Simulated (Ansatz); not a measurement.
## HgH2 (model cell, started as CdI2 type): a soft mode frozen in

Aim: this structure of HgH2 (model cell, started as CdI2 type) is to be tested for unstable modes, and one is followed downhill.

Main program and level: Ansatz 0.2.0; DFT PBE, scalar-relativistic, plane waves, PAW.

The structure was built from a prototype and need not be the compound's stable phase.

## 1. Set-up

The structure is trigonal, space group P-3m1 (No. 164). Conventional cell: a = 3.268 Å, b = 3.268 Å, c = 5.406 Å, α = 90.00°, β = 90.00°, γ = 120.00°. Hg has 6 H at 2.11 Å nearest. H has 3 Hg at 2.11 Å nearest. Farther neighbours are not listed.

## 2. Phonons on a q mesh

The cell comes from relaxations at this level that are not shown. Stability and thermal properties need the whole zone. Linear response on a 3×3×2 q mesh gives force constants as far as a supercell of that size would.

input.yaml reads:

```yaml
crystal:
  lattice:
    - [3.2683265306, 0.0, 0.0]
    - [-1.6341632653, 2.8304538034, 0.0]
    - [0.0, 0.0, 5.405765406]
  atoms:
    - { symbol: Hg, position: [0.0, 0.0, 0.0] }
    - { symbol: H, position: [0.3333333333, 0.6666666667, 0.1736023146] }
    - { symbol: H, position: [0.6666666667, 0.3333333333, 0.8263976854] }
kpoints:
  mp_grid: { grid: [12, 12, 8] }
hamiltonian:
  xc: pbe
scf:
  occupations: { method: methfessel_paxton, width: 0.15 }
output:
  eigenvalues: true
phonons:
  method: dfpt
  qmesh: [3, 3, 2]
  temperatures: { t_max: 1000, t_step: 50 }
  qpath:
    path:
      - [[0.0, 0.0, 0.0], [0.5, 0.0, 0.0], [0.33333333, 0.33333333, 0.0], [0.0, 0.0, 0.0], [0.0, 0.0, 0.5], [0.5, 0.0, 0.5], [0.33333333, 0.33333333, 0.5], [0.0, 0.0, 0.5]]
      - [[0.5, 0.0, 0.5], [0.5, 0.0, 0.0]]
      - [[0.33333333, 0.33333333, 0.5], [0.33333333, 0.33333333, 0.0]]
    npoints: 10
```

On the command line:

```sh
$ ansatz run input.yaml --threads 4 --pin off --max-ram 7168MiB --backend cpu --events-out ev --progress --plain --runs-dir out
```

Numbers of over 12 decimals in the logs are rounded to 6 here.

Log:

```text
Warning: phonons: the dynamical matrix that this run interpolates holds no multipole term above the dipole-dipole one, and a site of this crystal is no centre of inversion, so its interpolated transverse optical and acoustic branches and sound speeds can stay off near Gamma, and the density of states and the thermodynamics with them. What a run solves at a wave vector of phonons.qpoints, Gamma apart, where the deck admits one, is free of this, and under fd what a larger phonons.supercell samples
Engine: ansatz 0.2.0, x86_64-unknown-linux-gnu
Pseudopotentials: kind: paw
Pseudopotential: Hg, paw, valence charge 20, recommended cutoff 420 eV (normal), Hg.paw.azcp
Pseudopotential: H, paw, valence charge 1, recommended cutoff 420 eV (normal), H.paw.azcp
Functional definition: PBE
  parameter kappa = 0.804
  parameter beta = 0.066725
  exchange = pbe_x(kappa = kappa, mu = beta*pi^2/3)
  correlation = pbe_c(beta = beta)
Crystal: 3 atoms, lattice volume = 50.008 Å³
Basis set: ecut = 420 eV, 991 PW (Γ), exchange–correlation on 48×48×80 points (8 copies of the dense FFT grid, shifted against one another)
Bands: 15, of which v1, the nominal top of the filled ones, is band 11 counted from 1 (10 counted from 0)
Symmetry: 12 space group operations
k-points: 131 of 1152
Non-local potential: Hg, projectors of the file, l = 0: 3, l = 1: 2, l = 2: 2, l = 3: 1
Non-local potential: H, projectors of the file, l = 0: 2, l = 1: 1
PAW form: soft (Blöchl's): semilocal exchange-correlation on the pseudo side does not see the compensation charge
PAW one-centre angular grid: Hg, 590 points (default); XC on 64 Gauss nodes
PAW one-centre angular grid: H, 110 points (default); XC on 64 Gauss nodes
Initial density: superposition of atomic densities (neutral atoms: chi_scale 0, normalization atom), corrected by the library's trained network
Initial wavefunctions: pseudopotential atomic-orbital guess
Functional: x = pbe(κ = 0.804, μ = 0.219515), c = pbe(β = 0.066725)
SCF iter   1: F=—  HF=-13843.138120 eV  |F-HF|=—  |Δ(HF+E_count)|=         —  Δρ=4.02e-3  dr2=5.81e-3  ethr=1.77e-3  ⟨swp⟩=5.3  Hψ=9560  notcnv=0
preconditioner: auto → none  [metal: Δε(μ)=0.046 eV  Ē_g=11.820 eV  σ=0.150 eV  W_gap=0.25  n_scr=10 (ndim 8)  ℏωp=19.6 eV  f_vac=0.304  D(μ)=0.37/eV (n_scr^D=0)  sad-step TF]
SCF iter   2: F=—  HF=-13843.137572 eV  |F-HF|=—  |Δ(HF+E_count)|=   5.48e-4  S|Δr|=    0.00e0  Δρ=2.02e-3  dr2=1.71e-3  ethr=2.64e-5  ⟨swp⟩=2.4  Hψ=3795  notcnv=0
SCF iter   3: F=—  HF=-13843.137290 eV  |F-HF|=—  |Δ(HF+E_count)|=   2.81e-4  S|Δr|=    0.00e0  Δρ=4.64e-4  dr2=1.07e-4  ethr=7.78e-6  ⟨swp⟩=2.3  Hψ=2413  notcnv=0
SCF iter   4: F=—  HF=-13843.137260 eV  |F-HF|=—  |Δ(HF+E_count)|=   3.07e-5  S|Δr|=    0.00e0  Δρ=9.84e-5  dr2=3.75e-6  ethr=4.84e-7  ⟨swp⟩=2.1  Hψ=2969  notcnv=0
SCF iter   5: F=—  HF=-13843.137267 eV  |F-HF|=—  |Δ(HF+E_count)|=   6.90e-6  S|Δr|=    0.00e0  Δρ=2.22e-5  dr2=1.24e-7  ethr=1.70e-8  ⟨swp⟩=2.0  Hψ=3202  notcnv=0
SCF iter   6: F=—  HF=-13843.137265 eV  |F-HF|=—  |Δ(HF+E_count)|=   2.08e-6  S|Δr|=    0.00e0  Δρ=3.28e-6  dr2=3.74e-9  ethr=5.65e-10  ⟨swp⟩=2.4  Hψ=3214  notcnv=0
SCF iter   7: F=—  HF=-13843.137265 eV  |F-HF|=—  |Δ(HF+E_count)|=   1.24e-9  S|Δr|=    0.00e0  Δρ=3.46e-7  dr2=5.33e-11  ethr=1.70e-11  ⟨swp⟩=2.0  Hψ=3018  notcnv=0
SCF iter   8: F=-13843.137265 eV  HF=-13843.137265 eV  |F-HF|=1.09e-11  |Δ(HF+E_count)|=  9.09e-12  S|Δr|=    0.00e0  Δρ=5.57e-8  dr2=1.57e-12  ethr=1.00e-12  ⟨swp⟩=5.8  Hψ=8235  notcnv=0
SCF 1 converged in 8 iterations: F = -13843.137265 eV  dr2 = 1.57e-12
  greatest PAW one-centre occupation: 1.000 electrons in one spin orbital (limit 2), on the Hg atom at site 0 (counted from 0), in its partial waves of l = 0
Initial density: read from a saved state, or passed on in memory by an earlier SCF of this step, an earlier step, the calling program or the single point that the run made first
iter 1 solved again at ethr=3.50e-8 eV; its pass at ethr=3.10e-3 eV (dr2=7.70e-6 eV) is discarded
SCF iter   1: F=—  HF=-13843.137262 eV  |F-HF|=—  |Δ(HF+E_count)|=         —  Δρ=3.14e-7  dr2=8.89e-11  ethr=3.50e-8  ⟨swp⟩=3.9  Hψ=15085  notcnv=0
eigensolver tolerance schedule: the retry pair's looser diagonalisation over-reported the residual by 86591.57 of it (diagonalisation noise at 43.71 of the residual, at the tolerance the schedule requests for it); recorded, not acted on — ethr = c·dr2/N_el stays at c = 1.0e-1
preconditioner: auto → LDOS  [metal: Δε(μ)=0.044 eV  Ē_g=11.865 eV  σ=0.150 eV  W_gap=0.25  n_scr=10 (ndim 8)  ℏωp=19.6 eV  f_vac=0.305  D(μ)=0.37/eV (n_scr^D=2)  β→1.0]
SCF iter   2: F=—  HF=-13843.137265 eV  |F-HF|=—  |Δ(HF+E_count)|=   2.05e-6  S|Δr|=    0.00e0  Δρ=3.82e-7  dr2=1.16e-10  ethr=1.00e-12  ⟨swp⟩=3.6  Hψ=4993  notcnv=0
SCF iter   3: F=—  HF=-13843.137265 eV  |F-HF|=—  |Δ(HF+E_count)|=  2.55e-11  S|Δr|=    0.00e0  Δρ=1.56e-7  dr2=2.23e-11  ethr=1.00e-12  ⟨swp⟩=1.0  Hψ=1965  notcnv=0
SCF iter   4: F=-13843.137265 eV  HF=-13843.137265 eV  |F-HF|=1.82e-12  |Δ(HF+E_count)|=  7.28e-12  S|Δr|=    0.00e0  Δρ=1.11e-7  dr2=9.76e-12  ethr=1.00e-12  ⟨swp⟩=1.2  Hψ=4763  notcnv=0
SCF 2 converged in 4 iterations: F = -13843.137265 eV  dr2 = 9.76e-12
phonons: the bands overlap, so this run is a metal and interpolates without the dipole-dipole term. If the crystal is really an insulator or semiconductor, its LO-TO splitting is missing
NSCF: frozen V_eff on 131 k-points
WARN: eigensolver did not converge (k=5): 1 band(s) unlocked after 20 sweeps at ethr=1.41e-12 eV (storage-precision floor; scheduled 1.00e-12 eV) (lowest unlocked band 14, counted from 0; max residual 3.54e-6 eV among the unlocked bands, 3.54e-6 eV over every band; other slots of this pass that fall short are told together in one closing line; warning suppressed until the next SCF loop or pass starts)
WARN: eigensolver did not converge in 4 slots of this pass, the one above among them; of largest residual over every band (k=12): 1 band(s) unlocked (lowest unlocked band 14, counted from 0; max residual 1.16e-5 eV among the unlocked bands, 1.16e-5 eV over every band); of lowest unlocked band (k=5): band 14
NSCF: frozen V_eff on 320 k-points
DFPT response loops at q = (0, 0, 0) (fractional): preconditioner auto → none (partly filled bands, converged f_vac=0.305); β = 0.50; Broyden in place of MSR1
NSCF: frozen V_eff on 640 k-points
DFPT response loops at q = (0, 0, -0.5) (fractional): mixed as the last ones told, above
NSCF: frozen V_eff on 1248 k-points
DFPT response loops at q = (0, 0.333333, 0) (fractional): mixed as the last ones told, above
NSCF: frozen V_eff on 1248 k-points
DFPT response loops at q = (0, 0.333333, -0.5) (fractional): mixed as the last ones told, above
NSCF: frozen V_eff on 1176 k-points
DFPT response loops at q = (0.333333, 0.333333, 0) (fractional): mixed as the last ones told, above
NSCF: frozen V_eff on 1176 k-points
DFPT response loops at q = (0.333333, 0.333333, -0.5) (fractional): mixed as the last ones told, above
WARN: phonons: 18 modes above zero would be rigid motions if what is in doubt were free, and are counted in the zero-point energy, free energy, entropy and heat capacity. With what each adds to F at 1000 K, by the weight of its row in the mesh: 0.37 cm⁻¹ (-0.000 eV; rigid weight 1.000, of which rotation 0.000), 0.37 cm⁻¹ (-0.000 eV; rigid weight 1.000, of which rotation 0.000), 0.65 cm⁻¹ (-0.000 eV; rigid weight 1.000, of which rotation 0.000), 0.65 cm⁻¹ (-0.000 eV; rigid weight 1.000, of which rotation 0.000), 0.76 cm⁻¹ (-0.000 eV; rigid weight 1.000, of which rotation 0.000), 0.76 cm⁻¹ (-0.000 eV; [rest of the remark cut]
SCF converged after 8 iterations
Stability not checked: this state was not tested for a lower state beside it, because cold or Methfessel-Paxton smearing, or corrected tetrahedra, fill the levels in a way that the test cannot read (fill_not_monotonic; see scf.lower_state_search)
Free energy (F): -13843.137265 eV
Harris-Foulkes:  -13843.137265 eV  (|F-HF|=1.09e-11)
Internal energy: -13843.136807 eV  (E = F + TS)
E sigma→0 (E₀):  -13843.137150 eV
Entropy (-TS):   -0.000457 eV (-0.152 meV/atom)
Fermi energy:    4.971414 eV
--- Per-component energies (eV) ---
  E_band       = -578.261344
  E_kinetic    = 627.256960
  E_local      = -4234.445779  (includes V_loc(G=0)·N_el)
  E_nonlocal   = 74.991304
  E_hartree    = 1839.405465
  E_xc         = -236.919786
  E_vxc        = -283.628137  (∫ρ·V_xc dr)
  E_paw        = -9944.725742  (= ΣΔE_a)
  E_vpaw       = -441.245813  (= ΣTr[D̂ρ^β])
  E_aug_tail   = -0.000908  (compensation charges beyond the density's cutoff)
  E_ewald      = -1968.698323
  E_smearing   = -0.000457  (= −TS)
  E_closure    = 0.000000  (closes the sum)
  Σ components = -13843.137265   (vs F -13843.137265, Δ=0.00e0)
--- Band table (eV; the first three rows and the last of 131) ---
  k-point 0: bands = [... 7 lower, -1.3246, -1.1053, -1.1053, 1.9928, 9.3076, 12.9025, 13.8901, 18.1076]
  k-point 1: bands = [... 7 lower, -1.3103, -1.1055, -1.1055, 1.9168, 9.4662, 12.8700, 13.9875, 18.1321]
  k-point 2: bands = [... 7 lower, -1.2737, -1.1059, -1.1059, 1.7376, 9.8589, 12.7790, 14.3043, 18.1926]
  k-point 130: bands = [... 7 lower, -1.5604, -1.1350, 3.7531, 3.7531, 4.1485, 10.1537, 10.8004, 10.8004]
--- Phonons (Γ-DFPT): 4 representative perturbations + reference (Σ response iterations 14) ---
  ASR residual: 3.384e-5 → 0.000e0 eV/Å²; symmetrization residual: 4.401e-7 eV/Å²
  ASR residual per site (eV/Å²): 3.38e-5 2.33e-6 2.33e-6
  Γ frequencies (cm⁻¹): -634.26 -634.26 -329.01 -329.01 0.00 0.00 0.00 683.88 898.81
--- Phonons (arbitrary-q DFPT): 6 irreducible q on the 3×3×2 mesh ---
  q = [0.0000, 0.0000, 0.0000] (star 1, of the zone-centre solve; hermiticity 2.56e-7, symmetrization 2.67e-13): -634.26 -634.26 -329.01 -329.01 -0.00 0.00 0.00 683.88 898.81
  q = [0.0000, 0.0000, -0.5000] (star 1, 4 solved perturbations in 902 linear systems a pass and spin channel, the states on 320 of 1152 k-point pairs; hermiticity 1.07e-7, symmetrization 2.79e-12): -646.45 -646.45 -330.05 -330.05 0.72 0.72 7.45 709.39 885.74
  q = [0.0000, 0.3333, 0.0000] (star 6, 6 solved perturbations on 624 of 1152 k-point pairs; hermiticity 1.89e-7, symmetrization 7.18e-13): -841.47 -40.49 35.95 87.40 302.30 401.32 684.49 753.34 859.19
  q = [0.0000, 0.3333, -0.5000] (star 6, 6 solved perturbations on 624 of 1152 k-point pairs; hermiticity 2.13e-7, symmetrization 1.64e-12): -839.40 -38.75 36.01 87.00 301.75 400.17 685.38 757.13 857.03
  q = [0.3333, 0.3333, 0.0000] (star 2, 4 solved perturbations in 1600 linear systems a pass and spin channel, the states on 588 of 1152 k-point pairs; hermiticity 2.60e-7, symmetrization 2.59e-8): -390.60 -390.60 -55.55 103.71 103.71 548.60 627.68 843.99 843.99
  q = [0.3333, 0.3333, -0.5000] (star 2, 4 solved perturbations in 1600 linear systems a pass and spin channel, the states on 588 of 1152 k-point pairs; hermiticity 2.67e-7, symmetrization 2.45e-8): -403.06 -403.06 -55.68 102.17 102.17 546.87 627.35 844.35 844.35
  sum rule: each row above includes the acoustic sum rule's correction from the zone centre's row sums; it moved no ω² by more than (0.79 cm⁻¹)²
  mesh force constants: q→R imaginary residual 1.52e-16; ASR residual 3.384e-5 → 0.000e0 eV/Å²; symmetrization residual 8.882e-16 eV/Å²
  interpolated dispersion: 93 rows × 9 modes
  density of states and harmonic sums: on the 24×24×12 q-mesh, interpolated from the force constants of a 3×3×2 supercell (no non-analytic term)
  largest difference from the sums on the solved wave vectors: F 7.88e-2 eV, S 9.44e-5 and C_V 3.49e-5 eV/K
  zero-point energy: 0.178587 eV/cell   skipped modes (ω ≤ 0): 1648, of them read as no rigid motion or as one in doubt: 1645 (2.429e0 modes/cell left out, lowest -906.94 cm⁻¹)   rigid motions above zero, counted: 18   left out of the sums: 2.70e-1 of the cell's modes: C_V's classical limit lies that fraction below 3 k_B per atom; for a crystal, a wire or a layer, F and S can be off by more, and a phonons.interpolated_qmesh denser along its periods is the remedy for the sampling
```

It took 2.3 min on 4 threads of Intel Xeon Platinum 8488C (Sapphire Rapids), shared host; peak memory 1.3 GiB; 8.8 min of CPU time.

Reading the cycles: dr2 is the Hartree energy of the density residual (eV), the measure of convergence; HF is the Harris–Foulkes estimate of the energy, which meets the free energy F at convergence.

Numbers from this step:

| Quantity | Value |
| --- | --- |
| volume per atom | 16.67 Å³ |
| gap on the k-mesh | 0 eV |
| sum-rule residual before enforcement | 3.38e-5 eV/Å² |
| lowest frequency on the path | -906.9 cm⁻¹ |
| point group | -3m |
| highest frequency on the path or at a solved wavevector | 903.5 cm⁻¹ |
| highest optical mode at the zone centre (no LO-TO term) | 898.8 cm⁻¹ |
| lowest optical zone-centre mode | -634.3 cm⁻¹ |
| lowest mode on the q mesh (acoustic modes at Γ apart) | -841.5 cm⁻¹ |

Frequencies (cm⁻¹) solved at each irreducible wavevector; negative means imaginary. Frequencies by wavevector, by row:

```csv
q in reciprocal lattice units,star,mode 1,mode 2,mode 3,mode 4,mode 5,mode 6,mode 7,mode 8,mode 9
0 0 0,1,-634.3,-634.3,-329,-329,0,0,0,683.9,898.8
0 0 -0.5,1,-646.5,-646.5,-330.1,-330.1,0.7,0.7,7.5,709.4,885.7
0 0.3333 0,6,-841.5,-40.5,36,87.4,302.3,401.3,684.5,753.3,859.2
0 0.3333 -0.5,6,-839.4,-38.8,36,87,301.8,400.2,685.4,757.1,857
0.3333 0.3333 0,2,-390.6,-390.6,-55.5,103.7,103.7,548.6,627.7,844,844
0.3333 0.3333 -0.5,2,-403.1,-403.1,-55.7,102.2,102.2,546.9,627.4,844.4,844.4
```

Interpolated from a 3×3×2 q mesh. Phonon branches along the path, in cm⁻¹:

```csv
point,branch 1,branch 2,branch 3,branch 4,branch 5,branch 6,branch 7,branch 8,branch 9
Γ,-634,-634,-329,-329,0,0,0,684,899
halfway,-773,-354,19,30,74,379,523,723,866
M,-907,-41,38,97,320,599,742,814,902
halfway,-739,-48,-47,93,218,571,671,830,881
K,-391,-391,-56,104,104,549,628,844,844
halfway,-594,-556,23,41,79,394,565,768,859
Γ,-634,-634,-329,-329,0,0,0,684,899
halfway,-640,-640,-330,-330,1,1,5,696,893
A,-646,-646,-330,-330,1,1,8,709,886
halfway,-772,-356,20,30,74,379,521,733,860
L,-905,-41,39,97,317,592,744,816,904
halfway,-740,-54,-48,93,205,565,672,832,882
H,-403,-403,-56,102,102,547,627,844,844
halfway,-594,-555,25,41,78,394,566,773,854
A,-646,-646,-330,-330,1,1,8,709,886
jump to L,-905,-41,39,97,317,592,744,816,904
halfway,-906,-41,39,97,318,595,743,815,903
M,-907,-41,38,97,320,599,742,814,902
jump to H,-403,-403,-56,102,102,547,627,844,844
halfway,-397,-397,-56,103,103,548,628,844,844
K,-391,-391,-56,104,104,549,628,844,844
```

The phonon branches as a text plot (rows in cm⁻¹):

```
    866 |********************************************************
    790 |     *****      **             ****       **    ****
    715 |****** ***        ************** ***        ********
    639 |    *     *******             *     *******         ****
    564 |       *******   *               *******   *    ********
    489 |      *       **  *          *  *       **
    413 |   ***          **           ***          **
    338 |   * ****         *            ****         *   ****
    262 |  *      *                  *      *
    187 |  *       *        *        *               *
    111 |    **************            ************** *  ********
     36 |**********     *********************     ***********
    -39 |  * ************   **       * ************  **  ********
   -115 | *        *                *        *
   -190 | *                 *       *                 *
   -266 |*          *        *     *          *        *
   -341 |             **      ******  *         **      *
   -417 |            *  *                      *  *          ****
   -492 |   *       * ** *                    * ** *
   -567 |  *            ****         *            ***
   -643 |**        *       **********        *       ****
   -718 |  **                        *
   -794 |    *                        **    *
   -869 |     *****                     ****             ****
         Γ      M    K        Γ   A       L    H       A|L M|H  K
```

Symmetry leaves 6 wavevectors to solve. The lowest mode among them, the acoustic zeros apart, lies at q = (0, 0.333, 0) and is imaginary, 841.5i cm⁻¹, so the energy falls along it. Between them the interpolated path dips to 907i cm⁻¹.

## 3. The mode frozen in, largest atomic shift 0 Å

The mode followed lies at q = (0, 0, -0.5) with frequency 646.5i cm⁻¹ and is 2-fold degenerate, one of the unstable modes though not the softest. At small amplitude the distorted cell has space group no. 15 by a symmetry search on the positions. The undistorted cell that holds it gives the zero of energy on the same k mesh.

System of this step: HgH2 (model cell, started as CdI2 type). It takes space group P-3m1 (No. 164, trigonal). The conventional cell has a = 3.268 Å, b = 3.268 Å, c = 5.406 Å, α = 90.00°, β = 90.00°, γ = 120.00°. Hg has 6 H at 2.11 Å nearest. Nearest to H lie 3 Hg at 2.11 Å. Farther neighbours are not listed.

input.yaml reads:

```yaml
crystal:
  lattice:
    - [3.2683265306, 0.0, 0.0]
    - [-1.6341632653, 2.8304538034, 0.0]
    - [0.0, 0.0, 10.8115308121]
  atoms:
    - { symbol: Hg, position: [0.0, 0.0, 0.0] }
    - { symbol: Hg, position: [0.0, 0.0, 0.5] }
    - { symbol: H, position: [0.3333333333, 0.6666666667, 0.0868011573] }
    - { symbol: H, position: [0.3333333333, 0.6666666667, 0.5868011573] }
    - { symbol: H, position: [0.6666666667, 0.3333333333, 0.4131988427] }
    - { symbol: H, position: [0.6666666667, 0.3333333333, 0.9131988427] }
kpoints:
  mp_grid: { grid: [12, 12, 4] }
hamiltonian:
  xc: pbe
scf:
  occupations: { method: methfessel_paxton, width: 0.15 }
output:
  forces: true
  stress: true
  eigenvalues: true
```

Log:

```text
[...]
Crystal: 6 atoms, lattice volume = 100.016 Å³
Basis set: ecut = 420 eV, 1981 PW (Γ), exchange–correlation on 48×48×150 points (8 copies of the dense FFT grid, shifted against one another)
Bands: 28, of which v1, the nominal top of the filled ones, is band 22 counted from 1 (21 counted from 0)
Symmetry: 24 space group operations
[...]
k-points: 69 of 576
[...]
k-point 0: bands = [... 18 lower, -1.1053, -1.1053, 1.4919, 1.9928, 9.3076, 10.4525, 12.6112, 12.9025, ... 2 higher]
  k-point 1: bands = [... 18 lower, -1.1055, -1.1055, 1.5632, 1.9168, 9.4662, 10.2722, 12.6667, 12.8700, ... 2 higher]
  k-point 2: bands = [... 18 lower, -1.1059, -1.1059, 1.7376, 1.7376, 9.8589, 9.8589, 12.7790, 12.7790, ... 2 higher]
  k-point 68: bands = [... 18 lower, 3.7197, 3.7197, 3.7197, 3.7197, 4.0918, 4.0918, 10.6765, 10.6765, ... 2 higher]
[key lines of the parts left out:]
SCF converged after 6 iterations
Free energy (F): -27686.274529 eV
Fermi energy:    4.971429 eV
P = ⅓ Tr σ = 0.0027 GPa (0.027 kbar)
```

Wall time 1.4 s (4 threads); peak memory 0.52 GiB; 4.8 s of CPU time.

This step gave:

```
pressure                         : 0.002742 GPa
energy from the undistorted cell : 0 meV/atom
```

The run ends at a pressure of 0.00 GPa, with forces up to 2.3e-4 eV/Å.

(Continued in part 2 of 3.)

[Logs are printed without paths, hosts, clocks, repeated set-up lines and the standing remarks that a program may print on its own settings, such as how far it seeks lower states.]

[Hosts, paths, dates, database ids (printed as entryN), source tags and the programs' standing remarks are cut or masked in the printed files.]
